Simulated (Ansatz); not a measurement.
# BN (P6_3/mmc): Grüneisen parameters

Does BN (P6_3/mmc) expand much on heating, by its phonons?

Program: Ansatz 0.2.0. Level of theory: DFT LDA, scalar-relativistic, plane waves, PAW; PAW set soft_1. Results are calculated unless marked as measured.

The database entry behind the starting cell differs from later determinations by our own check (about 0.3 % short, minor phase), so it need not match the best structure at ambient conditions.

## (1) Set-up

The structure is hexagonal, space group P6_3/mmc (No. 194). The conventional cell has a = 2.488 Å, b = 2.488 Å, c = 6.492 Å, α = 90.00°, β = 90.00°, γ = 120.00°. B has 3 N at 1.44 Å nearest. N has 3 B at 1.44 Å nearest. Farther neighbours and most contacts between anions are not listed.

## (2) Response at finite wavevector

The cell comes from relaxations at this level that are not shown. Stability and thermal properties need the whole zone. Linear response on a 6×6×2 q mesh gives force constants as far as a supercell of that size would, and the tensors from the zone-centre run are typed in so that the long-range dipole term is interpolated apart.

The input, input.yaml:

```yaml
crystal:
  lattice:
    - [2.4883378727, 0.0, 0.0]
    - [-1.2441689363, 2.1549638109, 0.0]
    - [0.0, 0.0, 6.4922271632]
  atoms:
    - { symbol: B, position: [0.3333333333, 0.6666666667, 0.25] }
    - { symbol: B, position: [0.6666666667, 0.3333333333, 0.75] }
    - { symbol: "N", position: [0.3333333333, 0.6666666667, 0.75] }
    - { symbol: "N", position: [0.6666666667, 0.3333333333, 0.25] }
kpoints:
  mp_grid: { grid: [12, 12, 4] }
hamiltonian:
  xc: lda
  pseudopotentials: { kind: paw, azcp: { folder: soft_1 }, xc_functional: pbe }
scf:
  occupations: { method: fixed }
output:
  eigenvalues: true
phonons:
  method: dfpt
  qmesh: [6, 6, 2]
  temperatures: { t_max: 1000, t_step: 50 }
  qpath:
    path:
      - [[0.0, 0.0, 0.0], [0.5, 0.0, 0.0], [0.33333333, 0.33333333, 0.0], [0.0, 0.0, 0.0], [0.0, 0.0, 0.5], [0.5, 0.0, 0.5], [0.33333333, 0.33333333, 0.5], [0.0, 0.0, 0.5]]
      - [[0.5, 0.0, 0.5], [0.5, 0.0, 0.0]]
      - [[0.33333333, 0.33333333, 0.5], [0.33333333, 0.33333333, 0.0]]
    npoints: 10
  non_analytic_term:
    high_frequency_dielectric_tensor: [[4.8916, 0.0, 0.0], [0.0, 4.8916, 0.0], [0.0, 0.0, 2.8531]]
    born_effective_charges:
      - { species: B, tensor: [[2.707, 0.0, 0.0], [0.0, 2.707, 0.0], [0.0, 0.0, 0.8046]] }
      - { species: B, tensor: [[2.707, 0.0, 0.0], [0.0, 2.707, 0.0], [0.0, 0.0, 0.8046]] }
      - { species: "N", tensor: [[-2.707, 0.0, 0.0], [0.0, -2.707, 0.0], [0.0, 0.0, -0.8046]] }
      - { species: "N", tensor: [[-2.707, 0.0, 0.0], [0.0, -2.707, 0.0], [0.0, 0.0, -0.8046]] }
    source: "zone-centre run at this cell"
```

On the command line:

```
$ ansatz run input.yaml --threads 4 --pin off --max-ram 10240MiB --backend cpu --events-out ev --progress --plain --runs-dir out
```

Numbers of over 12 decimals in the logs are rounded to 6 here.

Log:

```text
Warning: phonons: the dynamical matrix that this run interpolates holds no multipole term above the dipole-dipole one, and a site of this crystal is no centre of inversion, so its interpolated transverse optical and acoustic branches and sound speeds can stay off near Gamma, and the density of states and the thermodynamics with them. What a run solves at a wave vector of phonons.qpoints, Gamma apart, where the deck admits one, is free of this, and under fd what a larger phonons.supercell samples
Engine: ansatz 0.2.0, aarch64-unknown-linux-gnu
Pseudopotentials: kind: paw
Pseudopotential: B, paw, valence charge 3, recommended cutoff 420 eV (normal), soft_1/B.paw.azcp
Pseudopotential: N, paw, valence charge 5, recommended cutoff 420 eV (normal), soft_1/N.paw.azcp
Functional definition: SPW92
  exchange = slater_x
  correlation = pw_c
Crystal: 4 atoms, lattice volume = 34.813 Å³
Basis set: ecut = 420 eV, 663 PW (Γ), exchange–correlation on 36×36×96 points (8 copies of the dense FFT grid, shifted against one another)
Bands: 12, of which v1, the nominal top of the filled ones, is band 8 counted from 1 (7 counted from 0)
Symmetry: 24 space group operations
k-points: 57 of 576
Non-local potential: B, projectors of the file, l = 0: 2, l = 1: 2, l = 2: 1
Non-local potential: N, projectors of the file, l = 0: 2, l = 1: 2, l = 2: 1
PAW form: soft (Blöchl's): semilocal exchange-correlation on the pseudo side does not see the compensation charge
PAW frozen core: B, regenerated for the run's functional, and the local potential with it (the file was generated under x = pbe(κ = 0.804, μ = 0.219515), c = pbe(β = 0.066725))
PAW frozen core: N, regenerated for the run's functional, and the local potential with it (the file was generated under x = pbe(κ = 0.804, μ = 0.219515), c = pbe(β = 0.066725))
PAW one-centre angular grid: B, 110 points (default); XC on 64 Gauss nodes
PAW one-centre angular grid: N, 110 points (default); XC on 64 Gauss nodes
Initial density: superposition of atomic densities (chi_scale 0.1, normalization cell, long waves kept (reshape's long-wave potential 0.01 eV rms))
Initial wavefunctions: pseudopotential atomic-orbital guess
Functional: x = slater, c = lda
SCF iter   1: F=—  HF=-1055.602832 eV  |F-HF|=—  |Δ(HF+E_count)|=         —  Δρ=1.50e-1  dr2=7.55e0  ethr=3.10e-3  ⟨swp⟩=4.9  Hψ=3628  notcnv=0  defer=76
preconditioner: auto → none  [insulator: Δε(μ)=5.712 eV  Ē_g=17.133 eV  n_scr=4 (ndim 8)  ℏωp=25.2 eV  f_vac=0.000  ε∞_Penn≈3.2]
SCF iter   2: F=—  HF=-1053.017097 eV  |F-HF|=—  |Δ(HF+E_count)|=    2.59e0  Δρ=7.09e-2  dr2=9.51e-1  ethr=3.10e-3  ⟨swp⟩=3.1  Hψ=1959  notcnv=0  defer=112
SCF iter   3: F=—  HF=-1052.731923 eV  |F-HF|=—  |Δ(HF+E_count)|=   2.85e-1  Δρ=2.26e-2  dr2=9.87e-2  ethr=3.10e-3  ⟨swp⟩=2.4  Hψ=1479  notcnv=0  defer=109
SCF iter   4: F=—  HF=-1052.706128 eV  |F-HF|=—  |Δ(HF+E_count)|=   2.58e-2  Δρ=8.11e-3  dr2=1.22e-2  ethr=6.17e-4  ⟨swp⟩=2.1  Hψ=1036  notcnv=0  defer=114
SCF iter   5: F=—  HF=-1052.703380 eV  |F-HF|=—  |Δ(HF+E_count)|=   2.75e-3  Δρ=1.14e-3  dr2=2.02e-4  ethr=7.60e-5  ⟨swp⟩=2.9  Hψ=1244  notcnv=0  defer=114
SCF iter   6: F=—  HF=-1052.703361 eV  |F-HF|=—  |Δ(HF+E_count)|=   1.92e-5  Δρ=1.43e-4  dr2=4.02e-6  ethr=1.26e-6  ⟨swp⟩=1.8  Hψ=1035  notcnv=0  defer=103
SCF iter   7: F=—  HF=-1052.703360 eV  |F-HF|=—  |Δ(HF+E_count)|=   1.12e-6  Δρ=4.84e-6  dr2=4.83e-9  ethr=2.51e-8  ⟨swp⟩=2.4  Hψ=1121  notcnv=0  defer=12
SCF iter   8: F=—  HF=-1052.703359 eV  |F-HF|=—  |Δ(HF+E_count)|=   5.57e-7  Δρ=6.86e-7  dr2=1.17e-10  ethr=3.02e-11  ⟨swp⟩=2.5  Hψ=1104  notcnv=0  defer=3
SCF iter   9: F=-1052.703359 eV  HF=-1052.703359 eV  |F-HF|=4.55e-13  |Δ(HF+E_count)|=  3.09e-11  Δρ=4.63e-8  dr2=4.38e-13  ethr=1.00e-12  ⟨swp⟩=7.3  Hψ=4125  notcnv=0
SCF 1 converged in 9 iterations: F = -1052.703359 eV  dr2 = 4.38e-13
  greatest PAW one-centre occupation: 0.795 electrons in one spin orbital (limit 2), on the N atom at site 3 (counted from 0), in its partial waves of l = 0
NSCF: frozen V_eff on 57 k-points
NSCF: frozen V_eff on 129 k-points
DFPT response loops at q = (0, 0, 0) (fractional): preconditioner auto → Resta (q_TF=auto, 2.397 Å⁻¹)  ε∞=3.8 (no band partly filled); β = 1.00, the filter's whole step (`scf.mixing.beta` (0.50) is not read by the response loops at its default; to damp them type it under 1.00, their step now; it binds the ground state too); Broyden in place of MSR1
NSCF: frozen V_eff on 258 k-points
DFPT response loops at q = (0, 0, -0.5) (fractional): mixed as the last ones told, above
NSCF: frozen V_eff on 468 k-points
DFPT response loops at q = (0, 0.166667, 0) (fractional): mixed as the last ones told, above
NSCF: frozen V_eff on 468 k-points
DFPT response loops at q = (0, 0.166667, -0.5) (fractional): mixed as the last ones told, above
NSCF: frozen V_eff on 468 k-points
DFPT response loops at q = (0, 0.333333, 0) (fractional): preconditioner auto → none (the input reference at scf.mixing.eps_inf says where Resta's filter doesn't serve); β = 0.50; Broyden in place of MSR1
NSCF: frozen V_eff on 468 k-points
DFPT response loops at q = (0, 0.333333, -0.5) (fractional): preconditioner auto → Resta (q_TF=auto, 2.397 Å⁻¹)  ε∞=3.8 (no band partly filled); β = 1.00, the filter's whole step (`scf.mixing.beta` (0.50) is not read by the response loops at its default; to damp them type it under 1.00, their step now; it binds the ground state too); Broyden in place of MSR1
NSCF: frozen V_eff on 258 k-points
DFPT response loops at q = (0, -0.5, 0) (fractional): preconditioner auto → none (the input reference at scf.mixing.eps_inf says where Resta's filter doesn't serve); β = 0.50; Broyden in place of MSR1
NSCF: frozen V_eff on 258 k-points
DFPT response loops at q = (0, -0.5, -0.5) (fractional): mixed as the last ones told, above
NSCF: frozen V_eff on 864 k-points
DFPT response loops at q = (0.166667, 0.166667, 0) (fractional): mixed as the last ones told, above
NSCF: frozen V_eff on 864 k-points
DFPT response loops at q = (0.166667, 0.166667, -0.5) (fractional): preconditioner auto → Resta (q_TF=auto, 2.397 Å⁻¹)  ε∞=3.8 (no band partly filled); β = 1.00, the filter's whole step (`scf.mixing.beta` (0.50) is not read by the response loops at its default; to damp them type it under 1.00, their step now; it binds the ground state too); Broyden in place of MSR1
NSCF: frozen V_eff on 864 k-points
DFPT response loops at q = (0.166667, 0.333333, 0) (fractional): preconditioner auto → none (the input reference at scf.mixing.eps_inf says where Resta's filter doesn't serve); β = 0.50; Broyden in place of MSR1
NSCF: frozen V_eff on 864 k-points
DFPT response loops at q = (0.166667, 0.333333, -0.5) (fractional): mixed as the last ones told, above
NSCF: frozen V_eff on 468 k-points
DFPT response loops at q = (0.333333, 0.333333, 0) (fractional): mixed as the last ones told, above
NSCF: frozen V_eff on 468 k-points
DFPT response loops at q = (0.333333, 0.333333, -0.5) (fractional): mixed as the last ones told, above
SCF converged after 9 iterations
Free energy (F): -1052.703359 eV
Harris-Foulkes:  -1052.703359 eV  (|F-HF|=4.55e-13)
Internal energy: -1052.703359 eV  (E = F + TS)
E sigma→0 (E₀):  -1052.703359 eV
Fermi energy:    4.823169 eV
--- Per-component energies (eV) ---
  E_band       = -36.794748
  E_kinetic    = 363.763137
  E_local      = -642.409207  (includes V_loc(G=0)·N_el)
  E_nonlocal   = 90.321737
  E_hartree    = 214.102395
  E_xc         = -182.175119
  E_vxc        = -225.883432  (∫ρ·V_xc dr)
  E_paw        = -384.106343  (= ΣΔE_a)
  E_vpaw       = -50.793595  (= ΣTr[D̂ρ^β])
  E_aug_tail   = 0.001806  (compensation charges beyond the density's cutoff)
  E_ewald      = -512.453522
  E_core_change = 0.251757  (= ΣΔE_core)
  E_smearing   = -0.000000  (= −TS)
  E_closure    = 0.000000  (closes the sum)
  Σ components = -1052.703359   (vs F -1052.703359, Δ=0.00e0)
--- Band table (eV; the first three rows and the last of 57) ---
  k-point 0: bands = [... 4 lower, 3.4913, 3.4913, 3.5365, 3.5365, 9.9097, 15.1810, 16.4083, 16.4083]
  k-point 1: bands = [... 4 lower, 3.4978, 3.4978, 3.5299, 3.5299, 10.6790, 14.3268, 16.4297, 16.4297]
  k-point 2: bands = [... 4 lower, 3.5141, 3.5141, 3.5141, 3.5141, 12.4698, 12.4698, 16.4819, 16.4819]
  k-point 56: bands = [... 4 lower, -2.2665, -2.2665, 4.8027, 4.8027, 9.3428, 9.3428, 16.4722, 16.4722]
--- Phonons (Γ-DFPT): 4 representative perturbations + reference (Σ response iterations 12) ---
  ASR residual: 2.668e-5 → 0.000e0 eV/Å²; symmetrization residual: 9.072e-7 eV/Å²
  ASR residual per site (eV/Å²): 7.86e-6 7.86e-6 2.67e-5 2.67e-5
  Γ frequencies (cm⁻¹): 0.00 0.00 0.00 49.97 49.97 112.94 752.20 811.34 1385.72 1385.72 1385.79 1385.79
--- Phonons (arbitrary-q DFPT): 14 irreducible q on the 6×6×2 mesh ---
  q = [0.0000, 0.0000, 0.0000] (star 1, of the zone-centre solve; hermiticity 4.20e-8, symmetrization 1.60e-11): 0.00 0.00 0.00 49.97 49.97 112.94 752.20 811.34 1385.72 1385.72 1385.79 1385.79
  q = [0.0000, 0.0000, -0.5000] (star 1, 4 solved perturbations in 372 linear systems a pass and spin channel, the states on 129 of 576 k-point pairs; hermiticity 4.00e-8, symmetrization 1.39e-10): 35.22 35.22 35.22 35.22 79.76 79.76 815.15 815.15 1385.76 1385.76 1385.76 1385.76
  q = [0.0000, 0.1667, 0.0000] (star 6, 6 solved perturbations on 234 of 576 k-point pairs; hermiticity 3.24e-8, symmetrization 2.05e-11): 65.83 118.57 292.95 297.39 493.22 495.74 732.10 785.99 1356.78 1357.76 1478.09 1583.57
  q = [0.0000, 0.1667, -0.5000] (star 6, 6 solved perturbations on 234 of 576 k-point pairs; hermiticity 3.27e-8, symmetrization 1.96e-11): 96.36 96.36 295.17 295.17 493.99 493.99 766.72 766.72 1357.27 1357.27 1517.03 1517.03
  q = [0.0000, 0.3333, 0.0000] (star 6, 6 solved perturbations on 234 of 576 k-point pairs; hermiticity 2.59e-8, symmetrization 2.86e-11): 208.57 214.45 485.73 488.67 666.31 707.12 911.52 913.65 1306.54 1307.72 1436.83 1472.59
  q = [0.0000, 0.3333, -0.5000] (star 6, 6 solved perturbations on 234 of 576 k-point pairs; hermiticity 2.52e-8, symmetrization 2.86e-11): 212.29 212.29 487.21 487.21 688.30 688.30 912.82 912.82 1307.14 1307.14 1454.01 1454.01
  q = [0.0000, -0.5000, 0.0000] (star 3, 6 solved perturbations on 129 of 576 k-point pairs; hermiticity 2.76e-8, symmetrization 3.12e-11): 317.81 318.91 548.32 551.17 604.90 624.33 1165.33 1167.47 1284.99 1285.87 1310.54 1320.80
  q = [0.0000, -0.5000, -0.5000] (star 3, 6 solved perturbations on 129 of 576 k-point pairs; hermiticity 2.73e-8, symmetrization 3.11e-11): 319.65 319.65 549.76 549.76 614.99 614.99 1166.48 1166.48 1285.45 1285.45 1315.97 1315.97
  q = [0.1667, 0.1667, 0.0000] (star 6, 4 solved perturbations in 1332 linear systems a pass and spin channel, the states on 432 of 576 k-point pairs; hermiticity 2.64e-8, symmetrization 2.65e-12): 160.66 173.68 522.48 526.25 687.83 733.05 765.67 766.29 1319.74 1320.89 1457.20 1503.66
  q = [0.1667, 0.1667, -0.5000] (star 6, 4 solved perturbations in 1332 linear systems a pass and spin channel, the states on 432 of 576 k-point pairs; hermiticity 2.55e-8, symmetrization 9.97e-13): 168.04 168.04 524.33 524.33 711.96 711.96 767.06 767.06 1320.31 1320.31 1478.65 1478.65
  q = [0.1667, 0.3333, 0.0000] (star 12, 6 solved perturbations on 432 of 576 k-point pairs; hermiticity 2.21e-8, symmetrization 1.76e-15): 286.75 291.83 609.50 636.34 682.05 685.49 1042.42 1046.54 1291.87 1294.85 1325.93 1342.71
  q = [0.1667, 0.3333, -0.5000] (star 12, 6 solved perturbations on 432 of 576 k-point pairs; hermiticity 2.30e-8, symmetrization 8.51e-16): 290.42 290.42 623.53 623.53 683.83 683.83 1044.59 1044.59 1293.48 1293.48 1334.33 1334.33
  q = [0.3333, 0.3333, 0.0000] (star 2, 4 solved perturbations in 654 linear systems a pass and spin channel, the states on 234 of 576 k-point pairs; hermiticity 2.15e-8, symmetrization 3.71e-9): 324.66 324.66 579.83 579.83 870.57 875.06 1074.12 1074.12 1201.83 1201.83 1297.95 1302.53
  q = [0.3333, 0.3333, -0.5000] (star 2, 4 solved perturbations in 654 linear systems a pass and spin channel, the states on 234 of 576 k-point pairs; hermiticity 2.25e-8, symmetrization 3.50e-9): 326.39 326.39 579.73 579.73 872.85 872.85 1074.22 1074.22 1202.05 1202.05 1300.30 1300.30
  sum rule: each row above includes the acoustic sum rule's correction from the zone centre's row sums; it moved no ω² by more than (0.72 cm⁻¹)²
  mesh force constants: q→R imaginary residual 1.33e-18; ASR residual 2.668e-5 → 0.000e0 eV/Å²; symmetrization residual 7.816e-14 eV/Å²
  interpolated dispersion: 94 rows × 12 modes
  density of states and harmonic sums: on the 30×30×10 q-mesh, interpolated from the force constants of a 6×6×2 supercell (with the dipole–dipole term of supplied tensors)
  largest difference from the sums on the solved wave vectors: F 1.22e-3 eV, S 4.89e-6 and C_V 3.52e-6 eV/K
  zero-point energy: 0.623119 eV/cell   skipped modes (ω ≤ 0): 3   left out of the sums: 2.78e-5 of the cell's modes: C_V's classical limit lies that fraction below 3 k_B per atom; for a crystal, a wire or a layer, F and S can be off by more, and a phonons.interpolated_qmesh denser along its periods is the remedy for the sampling
```

It took 1.8 min on 4 threads of Arm Neoverse V2, shared host; peak memory 0.7 GiB.

Numbers from this step:

```yaml
gap_on_the_k_mesh: 4.065 eV
volume_per_atom: 8.703 Å³
sum_rule_residual_before_enforcement: 2.67e-5 eV/Å²
lowest_frequency_on_the_path: 0 cm⁻¹
point_group: 6/mmm
highest_frequency_on_the_path_or_at_a_solved_wavevector: 1617 cm⁻¹
mean_frequency: 837.7 cm⁻¹
debye_temperature_second_moment: 1756 K
logarithmic_mean_frequency: 684.4 cm⁻¹
highest_optical_mode_at_the_zone_centre_no_lo_to_term: 1386 cm⁻¹
lowest_optical_zone_centre_mode: 49.97 cm⁻¹
lowest_mode_on_the_q_mesh_acoustic_modes_at_gamma_apart: 35.22 cm⁻¹
zero_point_energy_per_atom: 155.8 meV
heat_capacity_at_300_k: 9.884 J/(mol atoms K)
vibrational_entropy_at_300_k: 7.481 J/(mol atoms K)
```

Frequencies (cm⁻¹) solved at each irreducible wavevector; negative means imaginary. Frequencies by wavevector, by row:

```csv
q in reciprocal lattice units,star,mode 1,mode 2,mode 3,mode 4,mode 10,mode 11,mode 12
0 0 0,1,0,0,0,50,1386,1386,1386
0 0 -0.5,1,35.2,35.2,35.2,35.2,1386,1386,1386
0 0.1667 0,6,65.8,118.6,292.9,297.4,1358,1478,1584
0 0.1667 -0.5,6,96.4,96.4,295.2,295.2,1357,1517,1517
0 0.3333 0,6,208.6,214.4,485.7,488.7,1308,1437,1473
0 0.3333 -0.5,6,212.3,212.3,487.2,487.2,1307,1454,1454
0 -0.5 0,3,317.8,318.9,548.3,551.2,1286,1310,1321
0 -0.5 -0.5,3,319.6,319.6,549.8,549.8,1286,1316,1316
0.1667 0.1667 0,6,160.7,173.7,522.5,526.2,1321,1457,1504
0.1667 0.1667 -0.5,6,168,168,524.3,524.3,1320,1479,1479
0.1667 0.3333 0,12,286.8,291.8,609.5,636.3,1295,1326,1343
0.1667 0.3333 -0.5,12,290.4,290.4,623.5,623.5,1294,1334,1334
0.3333 0.3333 0,2,324.7,324.7,579.8,579.8,1202,1298,1302
0.3333 0.3333 -0.5,2,326.4,326.4,579.7,579.7,1202,1300,1300
```

Symmetry leaves 14 wavevectors to solve. The lowest mode among them, the acoustic zeros apart, lies at q = (0, 0, -0.5) and is real, 35.2 cm⁻¹.

(Part 1 of 3 ends here.)

[Logs are printed without paths, hosts, clocks, repeated set-up lines and the standing remarks that a program may print on its own settings, such as how far it seeks lower states.]

[Hosts, paths, dates, database ids (printed as entryN), source tags and the programs' standing remarks are cut or masked in the printed files.]
